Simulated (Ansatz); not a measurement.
# Grüneisen parameters and expansion of TlGa (hypothetical, Fm-3m), part 3 of 4

Aim: how the vibrations of TlGa (hypothetical) shift with volume, and the expansion that follows. The crystal structure is hypothetical: it was made by swapping elements on a known structure type.

Ansatz 0.2.0; DFT PBE, scalar-relativistic, plane waves, PAW.

So far, highest frequency (cm⁻¹): step 6 (phonons, V/V0 1) 123.

### 10. Lattice dynamics at this volume, V/V0 0.985

The same q-mesh and k-mesh are kept at every volume, so that much of their error can cancel in the differences.

input.yaml reads:

```yaml
crystal:
  lattice:
    - [0.0, 2.9803154631, 2.9803154631]
    - [2.9803154631, 0.0, 2.9803154631]
    - [2.9803154631, 2.9803154631, 0.0]
  atoms:
    - { symbol: Tl, position: [0.0, 0.0, 0.0] }
    - { symbol: Ga, position: [0.5, 0.5, 0.5] }
kpoints:
  mp_grid: { grid: [12, 12, 12] }
hamiltonian:
  xc: pbe
scf:
  occupations: { method: methfessel_paxton, width: 0.15 }
output:
  eigenvalues: true
phonons:
  method: dfpt
  qmesh: [4, 4, 4]
  temperatures: { t_max: 1000, t_step: 50 }
  qpath:
    path:
      - [[0.0, 0.0, 0.0], [0.5, 0.0, 0.5], [0.625, 0.25, 0.625]]
      - [[0.375, 0.375, 0.75], [0.0, 0.0, 0.0], [0.5, 0.5, 0.5], [0.5, 0.25, 0.75], [0.5, 0.0, 0.5]]
    npoints: 10
```

On the command line:

```
$ ansatz run input.yaml --threads 4 --pin off --max-ram 8192MiB --backend cpu --events-out ev --progress --plain --runs-dir out
```

Numbers of over 12 decimals in the logs are rounded to 6 here.

Output:

```text
[...]
Crystal: 2 atoms, lattice volume = 52.944 Å³
Basis set: ecut = 420 eV, 1037 PW (Γ), exchange–correlation on 60×60×60 points (8 copies of the dense FFT grid, shifted against one another)
Bands: 17, of which v1, the nominal top of the filled ones, is band 13 counted from 1 (12 counted from 0)
Symmetry: 48 space group operations
k-points: 72 of 1728
[...]
k-point 71: bands = [... 9 lower, -2.6969, 2.9788, 3.7869, 6.3780, 6.3780, 12.8140, 13.4033, 16.4600]
[...]
ASR residual: 1.160e-4 → 0.000e0 eV/Å²; symmetrization residual: 1.567e-5 eV/Å²
  ASR residual per site (eV/Å²): 4.37e-5 1.16e-4
  Γ frequencies (cm⁻¹): 0.00 0.00 0.00 104.14 104.14 104.14
--- Phonons (arbitrary-q DFPT): 8 irreducible q on the 4×4×4 mesh ---
[...]
interpolated dispersion: 62 rows × 6 modes
[...]
[key lines of the parts left out:]
SCF converged after 10 iterations
Free energy (F): -15226.785392 eV
Fermi energy:    8.576010 eV
```

It took 4.7 min on 4 threads of Arm Neoverse V2, shared host; peak memory 3.5 GiB.

No LO-TO term. Phonon branches along the path, in cm⁻¹:

```
    point  branch 1  branch 2  branch 3  branch 4  branch 5  branch 6
        Γ         0         0         0       104       104       104
  halfway       -13       -13        48        80       112       112
        X       -21       -21       -15       112       112       126
  halfway       -17       -13       -11       110       111       124
        U        -7        11        13       102       105       119
jump to K        -7        11        13       102       105       119
  halfway       -21        47        51        77        83       117
        Γ         0         0         0       104       104       104
  halfway        32        32        38        99        99       102
        L        55        55        57        78        81        81
  halfway        17        20        54        77       104       105
        W       -21       -21        51        73       118       118
  halfway       -21       -13        21        99       116       122
        X       -21       -21       -15       112       112       126
```

The phonon branches as a text plot (rows in cm⁻¹):

```
    123 |           *****                                    ****
    117 |         **     *********                       ******
    111 |   *************         ***                  **      **
    105 |***     *      ***         ********          *       *
     99 |  *               *      ***       **       *
     92 |       *          *     *           **     *        *
     86 |   *               *    *             *   *        *
     80 |    ***             ** *               *******
     74 |                      **                      *****
     68 |
     62 |
     55 |    **                                **********
     49 |      *             ****             **  **     ***
     43 |   *                    *           **    *
     37 |                   *    ***        **      *       *
     31 |  *    *            **   **       **        *       *
     25 |                  *        *     **         *
     18 | *      *          *       *    **           *
     12 |                ***         *   *                    *
      6 |                *              *              *
      0 |*              *             **
     -6 | **    ****    ***          *                 *
    -13 |   ****  *******  **     ***                   *    ****
    -19 |           ****     *****                       ********
         Γ           X  U|K            Γ         L        W     X
```

The lowest solved frequency is -20.9 cm⁻¹, so the cell is unstable here and gives no valid free energy. The highest zone-centre mode (no LO–TO term) moved by +3.4 % for a volume change of -1.5 %.

### 11. Single point at a scaled cell, V/V0 1.03

Symmetry fixes every atom, so a single point at the scaled cell gives the energy and pressure of this member.

The cell differs from the one that the last finished run ended in (a 4.215 → 4.278 Å, b 4.215 → 4.278 Å, c 4.215 → 4.278 Å).

input.yaml, the sections that differ from step 10:

```yaml
crystal:
  lattice:
    - [0.0, 3.0250268527, 3.0250268527]
    - [3.0250268527, 0.0, 3.0250268527]
    - [3.0250268527, 3.0250268527, 0.0]
  atoms:
    - { symbol: Tl, position: [0.0, 0.0, 0.0] }
    - { symbol: Ga, position: [0.5, 0.5, 0.5] }
output:
  forces: true
  stress: true
  eigenvalues: true
# kpoints, hamiltonian, scf: as in step 10
# phonons: removed
```

Output:

```text
[...]
Crystal: 2 atoms, lattice volume = 55.363 Å³
Basis set: ecut = 420 eV, 1067 PW (Γ), exchange–correlation on 60×60×60 points (8 copies of the dense FFT grid, shifted against one another)
Bands: 17, of which v1, the nominal top of the filled ones, is band 13 counted from 1 (12 counted from 0)
Symmetry: 48 space group operations
[...]
k-points: 72 of 1728
[...]
--- Band table (eV; the first three rows and the last of 72) ---
  k-point 0: bands = [... 9 lower, -3.2960, -1.5221, 8.6896, 10.1067, 10.1067, 10.1067, 15.5595, 15.5595]
  k-point 1: bands = [... 9 lower, -3.2986, -1.4346, 7.9205, 10.1243, 10.1243, 10.6568, 14.9216, 15.1243]
  k-point 2: bands = [... 9 lower, -3.2880, -1.1711, 6.6298, 10.1853, 10.1853, 11.2615, 14.0938, 14.2828]
  k-point 71: bands = [... 9 lower, -3.2034, 2.4797, 3.2464, 5.9731, 5.9731, 12.0765, 12.6535, 15.7862]
[key lines of the parts left out:]
SCF converged after 7 iterations
Free energy (F): -15226.783011 eV
Fermi energy:    8.043644 eV
P = ⅓ Tr σ = -0.6570 GPa (-6.570 kbar)
```

Run time: 0.84 s. Hardware: 4 threads; peak memory 0.38 GiB; 2.9 s of CPU time.

The run ends at a pressure of -0.66 GPa.

### 12. Lattice dynamics at this volume, V/V0 1.03

The same q-mesh and k-mesh are kept at every volume, so that much of their error can cancel in the differences.

input.yaml, the sections that differ from step 11:

```yaml
output:
  eigenvalues: true
phonons:
  method: dfpt
  qmesh: [4, 4, 4]
  temperatures: { t_max: 1000, t_step: 50 }
  qpath:
    path:
      - [[0.0, 0.0, 0.0], [0.5, 0.0, 0.5], [0.625, 0.25, 0.625]]
      - [[0.375, 0.375, 0.75], [0.0, 0.0, 0.0], [0.5, 0.5, 0.5], [0.5, 0.25, 0.75], [0.5, 0.0, 0.5]]
    npoints: 10
# crystal, kpoints, hamiltonian, scf: as in step 11
```

Output:

```text
[...]
Crystal: 2 atoms, lattice volume = 55.363 Å³
Basis set: ecut = 420 eV, 1067 PW (Γ), exchange–correlation on 60×60×60 points (8 copies of the dense FFT grid, shifted against one another)
Bands: 17, of which v1, the nominal top of the filled ones, is band 13 counted from 1 (12 counted from 0)
Symmetry: 48 space group operations
k-points: 72 of 1728
[...]
k-point 71: bands = [... 9 lower, -3.2035, 2.4796, 3.2464, 5.9731, 5.9731, 12.0765, 12.6535, 15.7862]
[...]
ASR residual: 1.283e-4 → 0.000e0 eV/Å²; symmetrization residual: 2.104e-5 eV/Å²
  ASR residual per site (eV/Å²): 7.68e-5 1.28e-4
  Γ frequencies (cm⁻¹): 0.00 0.00 0.00 94.54 94.54 94.54
--- Phonons (arbitrary-q DFPT): 8 irreducible q on the 4×4×4 mesh ---
[...]
interpolated dispersion: 62 rows × 6 modes
[...]
[key lines of the parts left out:]
SCF converged after 10 iterations
Free energy (F): -15226.783011 eV
Fermi energy:    8.043634 eV
```

Run time: 4.9 min. Hardware: 4 threads; peak memory 3.6 GiB.

The lowest solved frequency is -16.3 cm⁻¹, so the cell is unstable here and gives no valid free energy. The highest zone-centre mode (no LO–TO term) moved by -6.2 % for a volume change of +3.0 %.

### 13. A cell at another volume, V/V0 0.97

Symmetry fixes every atom, so a single point at the scaled cell gives the energy and pressure of this member.

The cell differs from the one that the last finished run ended in (a 4.278 → 4.193 Å, b 4.278 → 4.193 Å, c 4.278 → 4.193 Å).

input.yaml, the sections that differ from step 12:

```yaml
crystal:
  lattice:
    - [0.0, 2.9651095074, 2.9651095074]
    - [2.9651095074, 0.0, 2.9651095074]
    - [2.9651095074, 2.9651095074, 0.0]
  atoms:
    - { symbol: Tl, position: [0.0, 0.0, 0.0] }
    - { symbol: Ga, position: [0.5, 0.5, 0.5] }
output:
  forces: true
  stress: true
  eigenvalues: true
# kpoints, hamiltonian, scf: as in step 12
# phonons: removed
```

Output:

```text
[...]
Crystal: 2 atoms, lattice volume = 52.138 Å³
Basis set: ecut = 420 eV, 965 PW (Γ), exchange–correlation on 60×60×60 points (8 copies of the dense FFT grid, shifted against one another)
Bands: 17, of which v1, the nominal top of the filled ones, is band 13 counted from 1 (12 counted from 0)
Symmetry: 48 space group operations
[...]
k-points: 72 of 1728
[...]
--- Band table (eV; the first three rows and the last of 72) ---
  k-point 0: bands = [... 9 lower, -2.6174, -1.1608, 9.9639, 10.9143, 10.9143, 10.9143, 16.6302, 16.6302]
  k-point 1: bands = [... 9 lower, -2.6230, -1.0684, 8.9741, 10.9339, 10.9339, 11.6675, 15.8783, 16.1617]
  k-point 2: bands = [... 9 lower, -2.6150, -0.7897, 7.5355, 11.0007, 11.0007, 12.3474, 15.0784, 15.2807]
  k-point 71: bands = [... 9 lower, -2.5164, 3.1562, 3.9801, 6.5226, 6.5226, 13.0768, 13.6701, 16.6982]
[key lines of the parts left out:]
SCF converged after 7 iterations
Free energy (F): -15226.782255 eV
Fermi energy:    8.763042 eV
P = ⅓ Tr σ = 0.8862 GPa (8.862 kbar)
```

Run time: 0.91 s. Hardware: 4 threads; peak memory 0.38 GiB; 3.1 s of CPU time.

The run ends at a pressure of 0.89 GPa.

### 14. Phonons, V/V0 0.97

The same q-mesh and k-mesh are kept at every volume, so that much of their error can cancel in the differences.

input.yaml, the sections that differ from step 13:

```yaml
output:
  eigenvalues: true
phonons:
  method: dfpt
  qmesh: [4, 4, 4]
  temperatures: { t_max: 1000, t_step: 50 }
  qpath:
    path:
      - [[0.0, 0.0, 0.0], [0.5, 0.0, 0.5], [0.625, 0.25, 0.625]]
      - [[0.375, 0.375, 0.75], [0.0, 0.0, 0.0], [0.5, 0.5, 0.5], [0.5, 0.25, 0.75], [0.5, 0.0, 0.5]]
    npoints: 10
# crystal, kpoints, hamiltonian, scf: as in step 13
```

Output:

```text
[...]
Crystal: 2 atoms, lattice volume = 52.138 Å³
Basis set: ecut = 420 eV, 965 PW (Γ), exchange–correlation on 60×60×60 points (8 copies of the dense FFT grid, shifted against one another)
Bands: 17, of which v1, the nominal top of the filled ones, is band 13 counted from 1 (12 counted from 0)
Symmetry: 48 space group operations
k-points: 72 of 1728
[...]
k-point 71: bands = [... 9 lower, -2.5164, 3.1562, 3.9801, 6.5226, 6.5226, 13.0768, 13.6701, 16.6982]
[...]
ASR residual: 1.703e-5 → 0.000e0 eV/Å²; symmetrization residual: 1.052e-5 eV/Å²
  ASR residual per site (eV/Å²): 1.70e-5 1.07e-5
  Γ frequencies (cm⁻¹): 0.00 0.00 0.00 107.34 107.34 107.34
--- Phonons (arbitrary-q DFPT): 8 irreducible q on the 4×4×4 mesh ---
[...]
interpolated dispersion: 62 rows × 6 modes
[...]
[key lines of the parts left out:]
SCF converged after 10 iterations
Free energy (F): -15226.782255 eV
Fermi energy:    8.763036 eV
```

Elapsed: 5 min, on 4 threads; peak memory 3.4 GiB.

No LO-TO term. The phonon branches at the labelled points (cm⁻¹):

```
    point  branch 1  branch 2  branch 3  branch 4  branch 5  branch 6
        Γ         0         0         0       107       107       107
  halfway       -12       -12        50        84       115       115
        X       -20       -20       -16       116       116       130
  halfway       -15       -12       -11       114       115       128
        U        -8        15        16       106       108       123
jump to K        -8        15        16       106       108       123
  halfway       -21        49        53        80        86       121
        Γ         0         0         0       107       107       107
  halfway        33        33        40       102       102       105
        L        57        57        60        82        84        84
  halfway        19        22        56        81       108       109
        W       -22       -22        53        76       122       122
  halfway       -20       -14        23       103       120       126
        X       -20       -20       -16       116       116       130
```

The phonon branches as a text plot (rows in cm⁻¹):

```
    127 |           ******                                   ****
    121 |         **      ********                       ******
    115 |   *************         ***                  **      **
    108 |***     *      ***         ********          *       *
    102 |  *               *      ***      ***       *
     95 |       *          *     *           **     *        *
     89 |   *               *                  *   *        *
     83 |    ***             ** *               *******
     76 |                      *                       *****
     70 |
     64 |
     57 |    **                                **********
     51 |      *             ****             **  **     ***
     45 |   *                    *           **    *
     38 |       *           ***  ***        **      *       *
     32 |  *                      **       **        *       *
     26 |                  **       *     **
     19 | *      *        **        *    **           *
     13 |                **          *   *                    *
      6 |               *               *              *
      0 |*       *                    **               *
     -6 | *     * **    ***          *
    -13 |  *****  *******  **     ***                   *    ****
    -19 |           ***      *****                       ********
         Γ           X  U|K            Γ         L        W     X
```

The lowest solved frequency is -21.5 cm⁻¹, so the cell is unstable here and gives no valid free energy. The highest zone-centre mode (no LO–TO term) moved by +6.5 % for a volume change of -3.0 %.

### 15. A cell at another volume, V/V0 1.05

Symmetry fixes every atom, so a single point at the scaled cell gives the energy and pressure of this member.

The cell differs from the one that the last finished run ended in (a 4.193 → 4.306 Å, b 4.193 → 4.306 Å, c 4.193 → 4.306 Å).

input.yaml, the sections that differ from step 14:

```yaml
crystal:
  lattice:
    - [0.0, 3.0444809362, 3.0444809362]
    - [3.0444809362, 0.0, 3.0444809362]
    - [3.0444809362, 3.0444809362, 0.0]
  atoms:
    - { symbol: Tl, position: [0.0, 0.0, 0.0] }
    - { symbol: Ga, position: [0.5, 0.5, 0.5] }
output:
  forces: true
  stress: true
  eigenvalues: true
# kpoints, hamiltonian, scf: as in step 14
# phonons: removed
```

Output:

```text
[...]
Crystal: 2 atoms, lattice volume = 56.438 Å³
Basis set: ecut = 420 eV, 1067 PW (Γ), exchange–correlation on 60×60×60 points (8 copies of the dense FFT grid, shifted against one another)
Bands: 17, of which v1, the nominal top of the filled ones, is band 13 counted from 1 (12 counted from 0)
Symmetry: 48 space group operations
[...]
k-points: 72 of 1728
[...]
--- Band table (eV; the first three rows and the last of 72) ---
  k-point 0: bands = [... 9 lower, -3.5079, -1.6343, 8.2974, 9.8570, 9.8570, 9.8570, 15.2273, 15.2273]
  k-point 1: bands = [... 9 lower, -3.5092, -1.5483, 7.5870, 9.8740, 9.8740, 10.3537, 14.6171, 14.8021]
  k-point 2: bands = [... 9 lower, -3.4985, -1.2895, 6.3450, 9.9334, 9.9334, 10.9313, 13.7862, 13.9735]
  k-point 71: bands = [... 9 lower, -3.4181, 2.2701, 3.0195, 5.8038, 5.8038, 11.7681, 12.3405, 15.5032]
[key lines of the parts left out:]
SCF converged after 7 iterations
Free energy (F): -15226.776995 eV
Fermi energy:    7.827666 eV
P = ⅓ Tr σ = -1.1358 GPa (-11.358 kbar)
```

It took 0.94 s on 4 threads; peak memory 0.38 GiB; 3.2 s of CPU time.

The run ends at a pressure of -1.14 GPa.

(Part 3 of 4 ends here.)

[Logs are printed without paths, hosts, clocks, repeated set-up lines and the standing remarks that a program may print on its own settings, such as how far it seeks lower states.]

[Hosts, paths, dates, database ids (printed as entryN), source tags and the programs' standing remarks are cut or masked in the printed files.]

[A step with changed settings may run another functional than the one named; its input shows which.]

[Of the runs on displaced cells, only some may be shown.]
